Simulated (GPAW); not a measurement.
## MgI2: optical spectrum from first principles

Aim: the dielectric function of MgI2, and the optical constants that follow from it. The cell comes from an older database entry, whose edges can differ from later determinations, mostly by under a per cent.

Main program and level: GPAW 26.7.0; DFT, PBE, plane-wave PAW (GPAW data sets), scalar-relativistic, RPA, optical limit.

The database entry behind the starting cell has ideal inner coordinates that were not refined, so it need not match the best structure at ambient conditions.

## 1. The starting structure

It takes space group P-3m1 (No. 164, trigonal). The conventional cell has a = 4.140 Å, b = 4.140 Å, c = 6.880 Å, α = 90.00°, β = 90.00°, γ = 120.00°. I has 3 Mg at 2.94 Å nearest. Mg has 6 I at 2.94 Å nearest. Farther neighbours and most contacts between anions are not listed.

Structure file:

```xyz
3
Lattice="4.1400 0.0000 0.0000 -2.0700 3.5853 0.0000 0.0000 0.0000 6.8800" Properties=species:S:1:pos:R:3 pbc="T T T"
I     2.0700    1.1951    5.1600
I     0.0000    2.3902    1.7200
Mg    0.0000    0.0000    0.0000
```

## 2. Bands for the response

The response needs many more empty bands than the density does.

This step: DFT, PBE, plane-wave PAW (GPAW data sets), scalar-relativistic, bands at fixed density (GPAW 26.7.0).

nscf.py

```python
from ase.dft.bandgap import bandgap
from gpaw import GPAW, FermiDirac

calc = GPAW('gs.gpw').fixed_density(kpts={'size': (9, 9, 5), 'gamma': True}, nbands=91, convergence={'bands': 85},
                                    occupations=FermiDirac(0.001), txt='nscf.txt')
print('gap (eV)', bandgap(calc, output=None)[0])
print('direct gap (eV)', bandgap(calc, direct=True, output=None)[0])
print('top band over the Fermi level (eV)', min(calc.get_eigenvalues(kpt=k)[84] for k in range(len(calc.get_ibz_k_points()))) - calc.get_fermi_level())
calc.write('full.gpw', mode='all')
```

The run is started by

```bash
OMP_NUM_THREADS=1 python nscf.py
```

Numbers of over 12 decimals in the logs are rounded to 6 here.

What it wrote:

```text
Diagonalizing LCAO Hamiltonian
Converting LCAO to pw mode
convergence criteria:
- Maximum integral of absolute [eigenst]ate change: 4e-08 eV^2 / valence electron
maximum number of iterations: 150

SCF iterations
|iter     |      energy | eigst |  dens |
|iter:   1||             | +4.06 |       |
|iter:   2||             | +2.87 |       |
|iter:   3||             | +1.92 |       |
|iter:   4||             | +0.98 |       |
|iter:   5||             | +0.26 |       |
|iter:   6||             | -0.41 |       |
|iter:   7||             | -0.97 |       |
|iter:   8||             | -1.61 |       |
|iter:   9||             | -2.28 |       |
|iter:  10||             | -2.90 |       |
|iter:  11||             | -3.52 |       |
|iter:  12||             | -4.09 |       |
|iter:  13||             | -4.70 |       |
|iter:  14||             | -5.27 |       |
|iter:  15||             | -5.88 |       |
|iter:  16||             | -6.36 |       |
|iter:  17||             | -6.71 |       |
|iter:  18||             | -7.00 |       |
|iter:  19||             | -7.23 |       |
|iter:  20||             | -7.42c|       |
SCF steps: 20
  __  _  _
 | _ |_)|_||  |
 |__||  | ||/\| - 26.7.0

Versions:
  Python: 3.12.14
  ASE:    3.29.0
  Numpy:  2.5.5
  Scipy:  1.18.1
  Libxc:  7.0.0

Input parameters:
  mode=PW(ecut=500.0),
  convergence={'bands': 85},
  gpts=array([24, 24, 36]),
  kpts=MonkhorstPack(size=(9, 9, 5), gamma=True),
  maxiter=150,
  nbands=91,
  occupations=Occupations(name='fermi-dirac', width=0.001, fixmagmom=False),
  parallel={},
  xc=XC(name='PBE')

--- standard output ---
gap (eV) 3.483435
direct gap (eV) 3.655885
top band over the Fermi level (eV) 39.610511
```

Run time: 5.9 min. Hardware: 1 thread of Arm Neoverse V2, shared host; peak memory 0.38 GiB.

Read-outs, printed or worked out from the files:

* gap on the k-mesh: 3.483 eV
* direct gap on the mesh: 3.656 eV

## 3. Dielectric function, RPA

Transitions between filled and empty bands, summed over the zone, give the optical response, so mesh, band count and broadening shape it.

The induced potential is part of this response.

This step: DFT, PBE, plane-wave PAW (GPAW data sets), scalar-relativistic, RPA, optical limit (GPAW 26.7.0).

df.py

```python
from gpaw.response.df import DielectricFunction

df = DielectricFunction('full.gpw', frequencies={'type': 'nonlinear', 'domega0': 0.03, 'omega2': 8},
                        ecut=50,
                        eta=0.15,
                        nbands=85,
                        txt='df.txt')
for direction in ['x', 'z']:
    df.get_dielectric_function(xc='RPA', direction=direction, filename=f'df_{direction}.csv')
```

The run is started by

```bash
OMP_NUM_THREADS=1 python df.py
```

What it wrote:

```text
Using integrator: PointIntegrator
NonLinearFrequencyDescriptor(from 0.000 to 120.724 eV, 556 points)
Nonperiodic BCs:  [False False False]
Using integrator: PointIntegrator
NonLinearFrequencyDescriptor(from 0.000 to 120.724 eV, 556 points)
Nonperiodic BCs:  [False False False]

Calculating chi0 body with:
    Ground state adapter containing:
    Number of spins: 1
    Number of kpoints: 405
    Number of irreducible kpoints: 50
    Number of completely occupied states: 12
    Number of partially occupied states: 12

    Linear response parametrization:
    q_c: [0.0, 0.0, 0.0]
    Number of frequency points: 556
    Planewave cutoff: 50.0
    Number of bands: 85
    Number of planewaves: 97
    Broadening (eta): 0.15

Integrating chi0 body.

Symmetries of q_c:
    Direct symmetries (Uq -> q): 12
    Indirect symmetries (TUq -> q): 0
In total 12 allowed symmetries.

50 groups of equivalent kpoints. 87.654321% reduction.

Integral kind: spectral function

Calculating chi0 optical extensions with:
    Ground state adapter containing:
    Number of spins: 1
    Number of kpoints: 405
    Number of irreducible kpoints: 50
    Number of completely occupied states: 12
    Number of partially occupied states: 12

    Linear response parametrization:
    Number of frequency points: 556
    Planewave cutoff: 50.0
    Number of bands: 85
    Number of planewaves: 97
    Broadening (eta): 0.15
Integrating chi0 head and wings.

Symmetries of q_c:
    Direct symmetries (Uq -> q): 12
    Indirect symmetries (TUq -> q): 0
In total 12 allowed symmetries.

50 groups of equivalent kpoints. 87.654321% reduction.

Integral kind: spectral function wings
```

It took 37 s on 1 thread; peak memory 0.47 GiB.

This step gave:

* electronic dielectric constant ε∞, mean over x, y and z (by symmetry where fewer were run): 4.023
* main peak of Im epsilon, first axis: 6.494 eV

Some rows of df_x.csv (energy; Re and Im without local fields; Re and Im with them):

```text
0.000000, 4.964291, 0.000000, 4.150207, 0.000000
0.429336, 4.982806, 0.013051, 4.164054, 0.009760
0.878195, 5.043230, 0.027728, 4.209232, 0.020728
1.347938, 5.156834, 0.045664, 4.294136, 0.034120
1.840057, 5.343536, 0.069836, 4.433606, 0.052161
2.356191, 5.640984, 0.106743, 4.655792, 0.079774
2.898142, 6.131467, 0.175328, 5.022980, 0.131752
3.467895, 7.056439, 0.410869, 5.723618, 0.324347
4.067647, 8.597346, 1.547001, 6.809741, 1.240833
4.699832, 9.672697, 5.174970, 7.433936, 3.606026
5.367152, 6.407568, 7.399685, 5.433812, 5.327746
6.072622, 4.758711, 7.358443, 3.726841, 5.492033
6.819608, 1.862591, 8.756471, 1.854182, 5.896183
7.611886, -1.394283, 7.693546, 0.572964, 5.380094
8.453705, -2.781518, 4.235934, -1.188166, 4.136446
9.349861, -1.732591, 2.691186, -0.828167, 2.549888
10.305790, -1.546601, 1.960071, -0.712783, 2.014291
11.327680, -1.077084, 1.321557, -0.554373, 1.533356
12.422601, -0.663079, 0.926602, -0.355533, 1.072451
13.598673, -0.418146, 0.654354, -0.218222, 0.757974
```

Values under the direct gap are tails of Lorentzian lines. Table of Im ε by photon energy; read off at these points:

| photon energy (eV) | E ∥ x | E ∥ z |
| --- | --- | --- |
| 0.000 | 0 | 0 |
| 0.250 | 0.00564 | 0.00437 |
| 0.500 | 0.0114 | 0.00883 |
| 0.750 | 0.0175 | 0.0135 |
| 1.000 | 0.0240 | 0.0185 |
| 1.250 | 0.0311 | 0.0239 |
| 1.500 | 0.0391 | 0.0300 |
| 1.750 | 0.0484 | 0.0371 |
| 2.000 | 0.0595 | 0.0454 |
| 2.250 | 0.0730 | 0.0555 |
| 2.500 | 0.0903 | 0.0683 |
| 2.750 | 0.114 | 0.0855 |
| 3.000 | 0.147 | 0.111 |
| 3.250 | 0.206 | 0.153 |
| 3.500 | 0.357 | 0.256 |
| 3.750 | 0.564 | 0.424 |
| 4.000 | 0.996 | 0.652 |
| 4.250 | 1.51 | 1.81 |
| 4.500 | 2.47 | 2.21 |
| 4.750 | 3.79 | 2.62 |
| 5.000 | 4.77 | 2.42 |
| 5.250 | 5.57 | 2.11 |
| 5.500 | 5.82 | 2.08 |
| 5.615 | 6.16 | 2.51 |
| 5.750 | 5.97 | 3.09 |
| 6.000 | 5.54 | 4.70 |
| 6.250 | 6.11 | 5.71 |
| 6.282 | 6.18 | 5.76 |
| 6.500 | 6.29 | 5.54 |
| 6.750 | 5.90 | 5.15 |
| 7.000 | 5.62 | 5.28 |
| 7.250 | 5.63 | 4.48 |
| 7.500 | 5.53 | 4.26 |
| 7.750 | 5.43 | 4.43 |
| 8.000 | 5.24 | 4.60 |
| 8.250 | 4.69 | 4.89 |
| 8.500 | 3.99 | 5.15 |
| 8.750 | 3.36 | 4.88 |
| 9.000 | 2.84 | 4.80 |
| 9.250 | 2.65 | 4.55 |
| 9.500 | 2.37 | 3.96 |
| 9.750 | 2.43 | 3.72 |
| 10.000 | 2.26 | 3.21 |
| 10.250 | 2.08 | 2.95 |
| 10.500 | 1.81 | 2.43 |
| 10.750 | 1.78 | 2.09 |
| 11.000 | 1.74 | 1.90 |
| 11.250 | 1.63 | 1.85 |
| 11.500 | 1.48 | 1.83 |
| 11.750 | 1.41 | 1.40 |
| 12.000 | 1.27 | 1.05 |
| 12.250 | 1.15 | 1.11 |
| 12.500 | 1.06 | 0.998 |
| 12.750 | 0.986 | 0.900 |
| 13.000 | 1.00 | 0.909 |
| 13.250 | 0.923 | 0.917 |
| 13.500 | 0.805 | 0.953 |
| 13.750 | 0.696 | 0.871 |

Re ε against photon energy:

| photon energy (eV) | E ∥ x | E ∥ z |
| --- | --- | --- |
| 0.0 | 4.15 | 3.77 |
| 0.5 | 4.17 | 3.78 |
| 1.0 | 4.23 | 3.83 |
| 1.5 | 4.33 | 3.91 |
| 2.0 | 4.49 | 4.03 |
| 2.5 | 4.74 | 4.22 |
| 3.0 | 5.12 | 4.50 |
| 3.5 | 5.78 | 5.00 |
| 4.0 | 6.73 | 5.82 |
| 4.5 | 7.63 | 5.41 |
| 5.0 | 6.80 | 4.67 |
| 5.5 | 5.38 | 5.60 |
| 6.0 | 3.56 | 6.02 |
| 6.5 | 2.59 | 3.51 |
| 7.0 | 1.35 | 2.16 |
| 7.5 | 0.679 | 2.09 |
| 8.0 | -0.343 | 2.10 |
| 8.5 | -1.22 | 1.11 |
| 9.0 | -0.976 | 0.145 |
| 9.5 | -0.669 | -0.765 |
| 10.0 | -0.705 | -1.10 |
| 10.5 | -0.612 | -1.20 |
| 11.0 | -0.513 | -0.981 |
| 11.5 | -0.449 | -0.888 |
| 12.0 | -0.441 | -0.694 |
| 12.5 | -0.328 | -0.467 |
| 13.0 | -0.215 | -0.183 |
| 13.5 | -0.242 | -0.165 |

Refractive index n and extinction k against photon energy:

| photon energy (eV) | n, E ∥ x | k, E ∥ x | n, E ∥ z | k, E ∥ z |
| --- | --- | --- | --- | --- |
| 0.0 | 2.04 | 0 | 1.94 | 0 |
| 0.5 | 2.04 | 0.00279 | 1.95 | 0.00227 |
| 1.0 | 2.06 | 0.00583 | 1.96 | 0.00472 |
| 1.5 | 2.08 | 0.00940 | 1.98 | 0.00760 |
| 2.0 | 2.12 | 0.0140 | 2.01 | 0.0113 |
| 2.5 | 2.18 | 0.0207 | 2.05 | 0.0166 |
| 3.0 | 2.26 | 0.0326 | 2.12 | 0.0260 |
| 3.5 | 2.40 | 0.0742 | 2.24 | 0.0572 |
| 4.0 | 2.60 | 0.191 | 2.42 | 0.135 |
| 4.5 | 2.80 | 0.441 | 2.37 | 0.466 |
| 5.0 | 2.75 | 0.867 | 2.23 | 0.544 |
| 5.5 | 2.58 | 1.13 | 2.41 | 0.432 |
| 6.0 | 2.25 | 1.23 | 2.61 | 0.900 |
| 6.5 | 2.17 | 1.45 | 2.24 | 1.23 |
| 7.0 | 1.89 | 1.49 | 1.98 | 1.33 |
| 7.5 | 1.77 | 1.56 | 1.85 | 1.15 |
| 8.0 | 1.57 | 1.67 | 1.89 | 1.22 |
| 8.5 | 1.22 | 1.64 | 1.79 | 1.44 |
| 9.0 | 1.01 | 1.41 | 1.57 | 1.53 |
| 9.5 | 0.946 | 1.25 | 1.28 | 1.55 |
| 10.0 | 0.911 | 1.24 | 1.07 | 1.50 |
| 10.5 | 0.806 | 1.12 | 0.869 | 1.40 |
| 11.0 | 0.805 | 1.08 | 0.760 | 1.25 |
| 11.5 | 0.739 | 0.998 | 0.758 | 1.21 |
| 12.0 | 0.674 | 0.946 | 0.530 | 0.987 |
| 12.5 | 0.625 | 0.848 | 0.563 | 0.886 |
| 13.0 | 0.637 | 0.788 | 0.610 | 0.745 |
| 13.5 | 0.547 | 0.736 | 0.633 | 0.752 |

Values under the direct gap are tails of Lorentzian lines. The Im ε, E ∥ x by photon energy; read off at these points:

| photon energy (eV) | without local fields | with local fields |
| --- | --- | --- |
| 0.00 | 0 | 0 |
| 0.50 | 0.0153 | 0.0114 |
| 1.00 | 0.0321 | 0.0240 |
| 1.50 | 0.0524 | 0.0391 |
| 2.00 | 0.0796 | 0.0595 |
| 2.50 | 0.121 | 0.0903 |
| 3.00 | 0.196 | 0.147 |
| 3.50 | 0.449 | 0.357 |
| 4.00 | 1.25 | 0.996 |
| 4.50 | 3.40 | 2.47 |
| 5.00 | 6.90 | 4.77 |
| 5.50 | 7.96 | 5.82 |
| 5.56 | 8.13 | 6.08 |
| 6.00 | 7.26 | 5.54 |
| 6.50 | 8.88 | 6.29 |
| 7.00 | 8.39 | 5.62 |
| 7.50 | 7.98 | 5.53 |
| 8.00 | 6.11 | 5.24 |
| 8.50 | 4.07 | 3.99 |
| 9.00 | 3.01 | 2.84 |
| 9.50 | 2.60 | 2.37 |
| 10.00 | 2.31 | 2.26 |
| 10.50 | 1.78 | 1.81 |
| 11.00 | 1.55 | 1.74 |
| 11.50 | 1.32 | 1.48 |
| 12.00 | 1.06 | 1.27 |
| 12.50 | 0.925 | 1.06 |
| 13.00 | 0.886 | 1.00 |
| 13.50 | 0.687 | 0.805 |

The reflectivity at normal incidence has structure finer than the step of the table below, so its rows give means over 0.5 eV, whole bins alone (the curve runs from 0 to 14.0 eV). Peaks (eV: height): E ∥ x 8.52: 36.1, 11.25: 28.5; E ∥ z 6.28: 26.2, 10.38: 36.8, 11.79: 41.8.

Reflectivity at normal incidence against photon energy; means over each step:

| photon energy (eV) | E ∥ x (%) | E ∥ z (%) |
| --- | --- | --- |
| 0.5 | 11.7 | 10.3 |
| 1.0 | 11.9 | 10.5 |
| 1.5 | 12.3 | 10.8 |
| 2.0 | 12.9 | 11.2 |
| 2.5 | 13.7 | 11.9 |
| 3.0 | 15.0 | 13.0 |
| 3.5 | 17.0 | 14.6 |
| 4.0 | 19.7 | 17.4 |
| 4.5 | 23.1 | 18.6 |
| 5.0 | 25.7 | 17.1 |
| 5.5 | 26.5 | 18.5 |
| 6.0 | 26.2 | 24.3 |
| 6.5 | 28.2 | 25.4 |
| 7.0 | 28.1 | 24.7 |
| 7.5 | 29.8 | 21.9 |
| 8.0 | 33.0 | 23.4 |
| 8.5 | 35.7 | 27.2 |
| 9.0 | 33.3 | 29.9 |
| 9.5 | 29.5 | 32.6 |
| 10.0 | 29.3 | 34.4 |
| 10.5 | 28.3 | 36.1 |
| 11.0 | 26.8 | 33.5 |
| 11.5 | 27.2 | 34.4 |
| 12.0 | 27.5 | 36.1 |
| 12.5 | 25.9 | 30.0 |
| 13.0 | 23.7 | 23.7 |
| 13.5 | 25.1 | 21.6 |

At chosen wavelengths:

| wavelength (nm) | n x | k x | R (%) x | 1/α x | n z | k z | R (%) z | 1/α z |
| --- | --- | --- | --- | --- | --- | --- | --- | --- |
| 1550 | 2.05 | 0.005 | 11.8 | 27 µm | 1.95 | 0.004 | 10.4 | 33 µm |
| 800 | 2.08 | 0.010 | 12.4 | 6.5 µm | 1.98 | 0.008 | 10.8 | 8.0 µm |
| 633 | 2.12 | 0.014 | 12.8 | 3.7 µm | 2.01 | 0.011 | 11.2 | 4.6 µm |
| 532 | 2.15 | 0.018 | 13.4 | 2.3 µm | 2.04 | 0.015 | 11.7 | 2.9 µm |
| 405 | 2.28 | 0.035 | 15.2 | 926 nm | 2.13 | 0.028 | 13.1 | 1.2 µm |
| 365 | 2.37 | 0.057 | 16.5 | 506 nm | 2.21 | 0.045 | 14.2 | 646 nm |
| 248 | 2.75 | 0.867 | 25.7 | 23 nm | 2.23 | 0.544 | 16.8 | 36 nm |

Below the direct gap, k and the depth come from the tails of the Lorentzian lines, not from transitions.

Rows near the edge hang on the gap, which this functional as a rule makes too small, and phonon-assisted absorption is left out.

At 1064 nm the birefringence n(z) − n(x) is -0.100: the crystal is uniaxial negative at this level.

## 4. Summary of results

| Quantity | Value |
| --- | --- |
| electronic dielectric constant ε∞, mean over x, y and z (by symmetry where fewer were run) (RPA) | 4.02 |
| main peak of Im epsilon, first axis | 6.49 eV |

At this level (PBE, RPA) MgI2 has a mean ε∞ = 4.02 and n = 2.05 at 1550 nm (E ∥ x), and Im ε peaks at 6.5 eV (E ∥ x). On the mesh the gap is 3.48 eV and the least direct gap 3.66 eV, so on this mesh the band edges lie at different points. Local fields change the static value along x from 4.96 to 4.15 (-16 %). Distinct maxima of Im ε, read by a parabola through the highest points, lie at 5.24 eV (5.6), 5.61 eV (6.2), 6.49 eV (6.3) and 7.34 eV (5.7) for E ∥ x. The static values by axis are 4.15 (x), 3.77 (z). At 1064 nm the birefringence n(z) − n(x) is -0.100: the crystal is uniaxial negative at this level. Excitons and phonon-assisted transitions are missing; PBE gaps are as a rule too small, which pulls the onset down and ε∞ up. Spin-orbit coupling is left out although heavy atoms are present. The sum runs over mesh points, so small or evenly spaced maxima can still be ripples of the mesh.

[Machine, clock and banner lines and Python warnings are left out of the logs.]

[Logs are printed without paths, hosts, clocks, repeated set-up lines and the standing remarks that a program may print on its own settings, such as how far it seeks lower states.]

[Hosts, paths, dates, database ids (printed as entryN), source tags and the programs' standing remarks are cut or masked in the printed files.]
